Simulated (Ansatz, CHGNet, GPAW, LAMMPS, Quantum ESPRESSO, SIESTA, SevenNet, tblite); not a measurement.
# Quantum ESPRESSO on amorphous polyacrylonitrile (as short chains C14N4H18) at 540 K (108 atoms): settings compared

How far do other settings of Quantum ESPRESSO move the forces in amorphous polyacrylonitrile (as short chains C14N4H18) at 540 K (108 atoms)? One run of the same program serves as the yardstick.

Method: the method is named at each step, in Quantum ESPRESSO 7.5.

**1. Set-up**

The cell holds 108 atoms: 42 C, 12 N and 54 H. Its edges and angles: a = 10.877 Å, b = 10.877 Å, c = 10.877 Å, α = 90.0°, β = 90.0°, γ = 90.0°. 3 polyacrylonitrile chains of 4 units with methyl end groups placed at random, at 0.938 g/cm³; overlaps pushed apart, then 20 ps at 800 K with MMFF94 bonds, angles, torsions, charges and radii (Halgren, J. Comput. Chem. 17, 490 (1996)) in harmonic and 12-6 forms. Snapshot after 30 ps at 540 K and fixed volume.

The yardstick, on the same geometry:

```
method                                           : Kohn-Sham DFT, PBE, SSSP efficiency 1.3.0 pseudopotentials, plane waves (Quantum ESPRESSO 7.5); sssp-pbe-1.3.0-efficiency, cutoffs 60/480 Ry, Γ point
r.m.s. force component                           : 1.089 eV/Å
longest force                                    : 4.772 eV/Å
pressure                                         : 1.539 GPa
gap (highest filled to lowest empty level) : 5.451 eV
time                                             : 89 s on 4 MPI ranks of Arm Neoverse V1, shared host
CPU time                                         : 5.9 min
```

**2. PBE, sssp-1.3.0-efficiency, 30/240 Ry**

Method: Kohn-Sham DFT, PBE, SSSP efficiency 1.3.0 pseudopotentials, plane waves.

pw.in

```
&control
  calculation = 'scf'
  pseudo_dir = './pseudo'
  outdir = './tmp'
  disk_io = 'none'
  tprnfor = .true.
  tstress = .true.
/
&system
  ibrav = 0
  nat = 108
  ntyp = 3
  ecutwfc = 30
  ecutrho = 240
  nosym = .true.
  occupations = 'smearing'
  smearing = 'fd'
  degauss = 0.003675
/
&electrons
  conv_thr = 5.4e-07
  electron_maxstep = 100
  mixing_beta = 0.4
  mixing_mode = 'plain'
  diagonalization = 'david'
/
ATOMIC_SPECIES
C 12.011 C.upf
N 14.007 N.upf
H 1.008 H.upf
CELL_PARAMETERS angstrom
10.87734 0.00000 0.00000
0.00000 10.87734 0.00000
0.00000 0.00000 10.87734
ATOMIC_POSITIONS crystal
C 0.47688 0.28299 0.75057
C 0.47484 0.24542 0.87800
C 0.35162 0.20251 0.91225
C 0.26021 0.30208 0.93146
N 0.18111 0.37356 0.93926
C 0.37773 0.13724 0.03497
C 0.26080 0.07599 0.07999
C 0.24671 0.95356 0.03512
N 0.24496 0.86162 0.98355
C 0.25639 0.08223 0.21872
C 0.21324 0.19787 0.29459
C 0.08672 0.22075 0.27476
N 0.97809 0.21953 0.25864
C 0.29414 0.31751 0.27843
C 0.25502 0.43328 0.36228
C 0.22699 0.39431 0.48058
N 0.18319 0.37897 0.57901
C 0.35701 0.53207 0.35588
H 0.41264 0.36144 0.73553
H 0.56626 0.30417 0.71635
H 0.43562 0.20957 0.69305
H 0.50274 0.31921 0.94524
H 0.54228 0.17228 0.89022
H 0.32168 0.13438 0.84510
H 0.41273 0.19873 0.10377
H 0.45071 0.06451 0.02843
H 0.17861 0.12372 0.06093
H 0.19450 0.00644 0.24600
H 0.34398 0.07106 0.26672
H 0.21888 0.16626 0.39401
H 0.28598 0.34949 0.18405
H 0.38564 0.29754 0.29446
H 0.16497 0.47176 0.32526
H 0.33048 0.62141 0.39530
H 0.38832 0.54865 0.25983
H 0.42672 0.51621 0.42377
C 0.07625 0.77303 0.47570
C 0.13095 0.67981 0.57065
C 0.11289 0.72718 0.70380
C 0.97734 0.72723 0.73116
N 0.86816 0.72840 0.73340
C 0.18666 0.66245 0.81082
C 0.32169 0.64266 0.78547
C 0.39890 0.60012 0.89360
N 0.45582 0.57362 0.97862
C 0.39672 0.74462 0.72467
C 0.53222 0.72080 0.70050
C 0.58057 0.61021 0.63841
N 0.60886 0.52295 0.58608
C 0.58700 0.82970 0.63673
C 0.53795 0.84003 0.50283
C 0.50147 0.96530 0.47498
N 0.46045 0.06784 0.46274
C 0.63695 0.80601 0.41219
H 0.05200 0.72860 0.38602
H 0.99004 0.81332 0.50608
[... 48 atom lines left out ...]
H 0.91566 0.29839 0.45564
H 0.69966 0.32391 0.46786
H 0.67501 0.19023 0.56617
H 0.73766 0.17069 0.41153
K_POINTS gamma
```

Command:

```sh
OMP_NUM_THREADS=1 mpirun -np 2 pw.x -in pw.in > output.txt
```

Log:

```text
Program PWSCF
     gamma-point specific algorithms are used
     Parallelization info
     sticks:   dense  smooth     PW     G-vecs:    dense   smooth      PW
     Min        4033    2011    502               272549    96333   12054
     Max        4036    2014    503               272556    96338   12057
     Sum        8069    4025   1005               545105   192671   24111
     bravais-lattice index     =            0
     lattice parameter (alat)  =      20.5552  a.u.
     unit-cell volume          =    8684.8978 (a.u.)^3
     number of atoms/cell      =          108
     number of atomic types    =            3
     number of electrons       =       282.00
     number of Kohn-Sham states=          169
     kinetic-energy cutoff     =      30.0000  Ry
     charge density cutoff     =     240.0000  Ry
     scf convergence threshold =      5.4E-07
     mixing beta               =       0.4000
     number of iterations used =            8  plain     mixing
     Exchange-correlation= PBE
                           (   1   4   3   4   0   0   0)
     crystal axes: (cart. coord. in units of alat)
               a(1) = (   1.000000   0.000000   0.000000 )
               a(2) = (   0.000000   1.000000   0.000000 )
               a(3) = (   0.000000   0.000000   1.000000 )
     reciprocal axes: (cart. coord. in units 2 pi/alat)
               b(1) = (  1.000000  0.000000  0.000000 )
               b(2) = (  0.000000  1.000000  0.000000 )
               b(3) = (  0.000000  0.000000  1.000000 )
     PseudoPot. # 1 for C :
     Pseudo is Projector augmented-wave + core cor, Zval =  4.0
     PseudoPot. # 2 for N :
     Pseudo is Ultrasoft + core correction, Zval =  5.0
     PseudoPot. # 3 for H :
     Pseudo is Ultrasoft, Zval =  1.0
     atomic species   valence    mass     pseudopotential
     C                 4.00    12.01100     C ( 1.00)
     N                 5.00    14.00700     N ( 1.00)
     H                 1.00     1.00800     H ( 1.00)
     No symmetry found
   Cartesian axes
     number of k points=     1  Fermi-Dirac smearing, width (Ry)=  0.0037
                       cart. coord. in units 2pi/alat
        k(    1) = (   0.0000000   0.0000000   0.0000000), wk =   2.0000000
     Dense  grid:   272553 G-vectors     FFT dimensions: ( 108, 108, 108)
     Smooth grid:    96336 G-vectors     FFT dimensions: (  72,  72,  72)
     Check: negative core charge=   -0.000019
     Initial potential from superposition of free atoms
     starting charge     281.9977, renormalised to     282.0000
     Starting wfcs are  270 randomized atomic wfcs
     Self-consistent Calculation
     iteration #  1     ecut=    30.00 Ry     beta= 0.40
     total energy              =   -1078.05337372 Ry
     estimated scf accuracy    <      11.64486603 Ry
     iteration #  2     ecut=    30.00 Ry     beta= 0.40
     total energy              =   -1078.74497725 Ry
     estimated scf accuracy    <       1.75522131 Ry
     iteration #  3     ecut=    30.00 Ry     beta= 0.40
     total energy              =   -1078.83587273 Ry
     estimated scf accuracy    <       0.60211345 Ry
     iteration #  4     ecut=    30.00 Ry     beta= 0.40
     total energy              =   -1078.87962026 Ry
     estimated scf accuracy    <       0.10319833 Ry
     iteration #  5     ecut=    30.00 Ry     beta= 0.40
     total energy              =   -1078.88829623 Ry
     estimated scf accuracy    <       0.00933205 Ry
     iteration #  6     ecut=    30.00 Ry     beta= 0.40
     total energy              =   -1078.88952821 Ry
     estimated scf accuracy    <       0.00197009 Ry
     iteration #  7     ecut=    30.00 Ry     beta= 0.40
     total energy              =   -1078.88981898 Ry
     estimated scf accuracy    <       0.00031344 Ry
     iteration #  8     ecut=    30.00 Ry     beta= 0.40
     total energy              =   -1078.88985955 Ry
     estimated scf accuracy    <       0.00005142 Ry
     iteration #  9     ecut=    30.00 Ry     beta= 0.40
     total energy              =   -1078.88986870 Ry
     estimated scf accuracy    <       0.00001233 Ry
     iteration # 10     ecut=    30.00 Ry     beta= 0.40
     total energy              =   -1078.88987081 Ry
     estimated scf accuracy    <       0.00000204 Ry
     iteration # 11     ecut=    30.00 Ry     beta= 0.40
     End of self-consistent calculation
          k = 0.0000 0.0000 0.0000 ( 12056 PWs)   bands (ev):
   -18.7199 -18.3423 -18.2989 -18.2660 -18.0432 -17.9638 -17.9287 -17.8904
   -17.8199 -17.7420 -17.7019 -17.5373 -17.2469 -16.8890 -16.8026 -16.4938
   -16.2807 -16.0740 -15.8120 -15.7963 -15.5282 -15.0524 -14.9222 -14.8264
   -13.6130 -13.5127 -13.2795 -12.7025 -12.5967 -12.3724 -12.3504 -11.8596
   -11.5353 -11.5043 -11.4159 -11.3664 -10.9971 -10.9331 -10.8117 -10.4028
   -10.3914 -10.3592  -9.4231  -9.0413  -8.8188  -8.7686  -8.7262  -8.4707
    -8.2983  -8.1948  -8.0213  -7.8991  -7.6842  -7.5648  -7.4888  -7.4573
    -7.2926  -7.1591  -7.0313  -6.9027  -6.7617  -6.7241  -6.6319  -6.5428
    -6.4358  -6.3722  -6.2709  -6.1186  -6.0188  -5.9532  -5.8875  -5.7344
    -5.6995  -5.5796  -5.5586  -5.4864  -5.4531  -5.4055  -5.3596  -5.2649
    -5.2034  -5.0809  -5.0087  -4.9247  -4.8868  -4.8500  -4.6690  -4.6431
    -4.5723  -4.5164  -4.4752  -4.4185  -4.3787  -4.3685  -4.3187  -4.2777
[...]
-3.1396  -3.0607  -3.0181  -2.9749  -2.9299  -2.8843  -2.8011  -2.7482
    -2.7021  -2.5867  -2.5711  -2.5048  -2.4272   3.0058   3.3734   3.4354
     3.5078   3.5651   3.6247   3.6519   3.7343   3.8449   3.9038   3.9379
     3.9613   4.0115   4.0509   4.0750   4.1306   4.1718   4.1782   4.2978
     4.3343   4.3473   4.5449   4.6001   4.6899   4.7148   4.7628   4.8497
     4.9692
     the Fermi energy is    -0.7031 ev
!    total energy              =   -1078.88987151 Ry
     estimated scf accuracy    <       0.00000036 Ry
     smearing contrib. (-TS)   =      -0.00000000 Ry
     internal energy E=F+TS    =   -1078.88987151 Ry
     The total energy is F=E-TS. E is the sum of the following terms:
     one-electron contribution =    -896.27073137 Ry
     hartree contribution      =     530.94645843 Ry
     xc contribution           =    -296.46764114 Ry
     ewald contribution        =    -158.01594755 Ry
     one-center paw contrib.   =    -259.08200988 Ry
     convergence has been achieved in  11 iterations
     Forces acting on atoms (cartesian axes, Ry/au):
     atom    1 type  1   force =    -0.05667549    0.03352832   -0.07437510
     atom    2 type  1   force =     0.05791341    0.04945655    0.03129303
     atom    3 type  1   force =     0.00609268   -0.01365301    0.08036707
     atom    4 type  1   force =     0.02901028   -0.04977284   -0.03297993
     atom    5 type  2   force =    -0.01097686    0.02684375    0.01242364
     atom    6 type  1   force =    -0.03553442   -0.05443906   -0.02864715
     atom    7 type  1   force =     0.03437944    0.02080014    0.08236074
     atom    8 type  1   force =     0.01053313    0.07135126    0.01934413
     atom    9 type  2   force =    -0.00158479   -0.09275536   -0.03879231
     atom   10 type  1   force =    -0.00926436   -0.02686157    0.08819030
     atom   11 type  1   force =     0.04654532    0.01613668    0.01186547
     atom   12 type  1   force =    -0.15412701   -0.00778811   -0.02666110
[...]
atom  104 type  3   force =    -0.01408698   -0.01385551    0.02019540
     atom  105 type  3   force =    -0.02641762   -0.00583655    0.04477971
     atom  106 type  3   force =    -0.03540377    0.00034820   -0.00637481
     atom  107 type  3   force =    -0.00287722    0.00480564   -0.00297707
     atom  108 type  3   force =    -0.01302443    0.02483419    0.02906785
     Total force =     0.774998     Total SCF correction =     0.000704
     Computing stress (Cartesian axis) and pressure
          total   stress  (Ry/bohr**3)                   (kbar)     P=      -26.64
  -0.00017410  -0.00003582  -0.00002050          -25.61       -5.27       -3.02
  -0.00003582  -0.00017766  -0.00001232           -5.27      -26.13       -1.81
  -0.00002050  -0.00001232  -0.00019142           -3.02       -1.81      -28.16
     Message from routine punch:
     Nothing written, as per user request (disk_io='none')
```

It took 56 s on 2 MPI ranks of Arm Neoverse V1, shared host; peak memory 1.1 GiB.

Banners, paths, timers and routine set-up lines are dropped from the logs unmarked, and long logs keep their key lines alone; longer cuts are marked.

Against the reference:

```yaml
r_m_s_force_component: 1.107 eV/Å
r_m_s_difference_of_force_components: 196.6 meV/Å
longest_difference_of_force_vectors: 866.2 meV/Å
force_difference_over_r_m_s_force: 18.04 %
slope_of_forces_against_the_reference_s: 1
correlation_of_force_components: 0.9841
spacing_of_highest_filled_and_lowest_empty_level: 5.433 eV
gap_difference: -0.0183 eV
pressure: -2.663 GPa
pressure_difference: -4.202 GPa
energy_less_the_same_level_run_s: 79.81 meV/atom
r_m_s_force_difference_from_the_same_level_run: 196.6 meV/Å
```

This is a coarse setting, run to see what it loses.

Length of the force difference by element (eV/Å):

```
element  atoms  mean  most
      C     42  0.28  0.86
      H     54  0.11  0.18
      N     12  0.68  0.87
```

Levels nearest the highest filled one (eV from it): -0.63, -0.59, -0.55, -0.50, -0.46, -0.37, -0.32, -0.27, -0.16, -0.14, -0.08, 0.00, 5.43, 5.80, 5.86, 5.93, 5.99, 6.05, 6.08, 6.16, 6.27, 6.33, 6.37, 6.39.

Local excerpt of 9 atoms (numbers count through the whole input) about N5, one of the 12 N atoms; x, y, z are measured from there.

```
atom      x      y      z  distance (Å)  bonds     Fx     Fy  Fz (eV/Å)
  N5   0.00   0.00   0.00          0.00      1  -0.28   0.69       0.32
  C4   0.86  -0.78  -0.08          1.16      2   0.75  -1.28      -0.85
  C3   1.85  -1.86  -0.29          2.64      4   0.16  -0.35       2.07
 H62  -0.35   2.11  -1.71          2.73      1   0.39   0.74       1.48
 H31   1.14  -0.26   2.66          2.91      1  -0.08   0.18      -0.43
 N85  -1.60  -2.38  -0.67          2.94      1  -0.91   0.08      -0.27
 H27  -0.03  -2.72   1.32          3.02      1  -1.45   1.04      -1.37
H101  -2.77   0.95  -0.76          3.03      1   0.51   0.08       0.00
 H99  -2.87  -0.06   1.17          3.10      1   2.47  -0.62       1.25
```

Forces lie 18 % from the reference's, at 0.32 times its CPU time (on 2 against 4 cores).

Within one program, basis, potentials and functional, energies share a zero. Each run against its twin at the usual cutoff or grid and solver:

```
                                     run                              twin  Δ energy (meV/atom)  Δ force, r.m.s. (meV/Å)         CPU time over the twin's
QE PBE, sssp-1.3.0-efficiency, 30/240 Ry  sssp-1.3.0-efficiency, 60/480 Ry                 79.8                      197  0.32 (this twin ran on 4 cores)
```

**3. What came out**

* force difference from the reference: QE PBE, sssp-1.3.0-efficiency, 30/240 Ry (coarse), 18 %
* its CPU time: 1.9 min

**Reading.** Runs with settings chosen to be coarse differ by 18 % (QE PBE, sssp-1.3.0-efficiency, 30/240 Ry). One electronic-structure run takes under half the reference's CPU time: QE PBE, sssp-1.3.0-efficiency, 30/240 Ry, at 18 % in 1.9 min against 5.9 min; its pressure misses by -4.2 GPa. At the same functional, the gap of QE PBE, sssp-1.3.0-efficiency, 30/240 Ry lies 0.02 eV below the reference's 5.45 eV. In pressure, QE PBE, sssp-1.3.0-efficiency, 30/240 Ry misses by -4.2 GPa, at the same functional; a cutoff this low leaves a large Pulay stress. The reference's pressure holds the uncorrected Pulay stress of its 60 Ry basis, so small pressure differences, and their order, may be the reference's own error. The network of contacts between molecules at the start is that of the classical potential that made the cell, and needn't be the one that DFT or experiment would give. The reference's PBE has no dispersion term, which matters for the binding between molecules or layers. The density was typed from a rule of thumb and may lie off the real one at this temperature. The electronic-structure runs sample only Γ, in a cell whose shortest periodic width is 11 Å.

[Also dropped from logs without a mark: logging warnings of Python, and SIESTA's first energy breakdown and zero terms.]

[Logs are printed without paths, hosts, clocks, repeated set-up lines and the standing remarks that a program may print on its own settings, such as how far it seeks lower states.]

[Hosts, paths, dates, database ids (printed as entryN), source tags and the programs' standing remarks are cut or masked in the printed files.]

[The MMFF94 radii named for the starting cell were scaled by 0.96; in molecules described by MMFF94, hydrogen bound to N, O or S took a small fixed 12-6 site in their place.]
